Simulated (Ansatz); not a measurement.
Planning a run of Ansatz 0.2.0 on InP (F-43m). The input:

```yaml
crystal:
  lattice:
    - [0.0, 2.93435, 2.93435]
    - [2.93435, 0.0, 2.93435]
    - [2.93435, 2.93435, 0.0]
  atoms:
    - { symbol: In, position: [0.0, 0.0, 0.0] }
    - { symbol: P, position: [0.25, 0.25, 0.25] }
kpoints:
  mp_grid: { grid: [6, 6, 6] }
hamiltonian:
  xc: { exchange: pbe, correlation: pbe, exx: { coeff: 0.2 } }
  pseudopotentials: { kind: paw, azcp: { folder: soft_1 } }
scf:
  occupations: { method: fixed }
gw:
  n_empty_bands: 210
  ecut_chi: 150.0
  qp_bands: [v2, c2]
  qp_kpoints: band_edges
  screening: { model: contour_deformation }
```

```sh
ansatz run input.yaml --threads 3 --pin off --max-ram 92160MiB --backend cuda --events-out ev --progress --plain --runs-dir out --devices 1 --max-vram 13GiB
```

Question: How long will it take on 1 × NVIDIA H100 80GB HBM3 (shared by 6 runs) with 3 threads of AMD EPYC 7R13 (Zen 3), shared host, and how much memory?

It took 58 s; on shared hardware allow 29 s to 1.9 min. Peak host memory was 1.4 GiB. The sizes that set the cost: 965 plane waves a state, 16 irreducible k points, 219 bands summed, 181 plane waves in the screening and 12 SCF cycles.

The screening grows as filled bands × empty bands × pairs of k points, times the square of the screening basis for the matrix.

[Paths, hosts, dates, memory and timing lines, banners, echoed tables and standing remarks are left out of the program output.]

[Logs are printed without paths, hosts, clocks, repeated set-up lines and the standing remarks that a program may print on its own settings, such as how far it seeks lower states.]

[Runs of the session that timed out or met a known fault of the program may be left out.]

[Cells called generated may have been cut or substituted from an entry of the Crystallography Open Database or the Materials Project.]

[Hosts, paths, dates, database ids (printed as entryN), source tags and the programs' standing remarks are cut or masked in the printed files.]
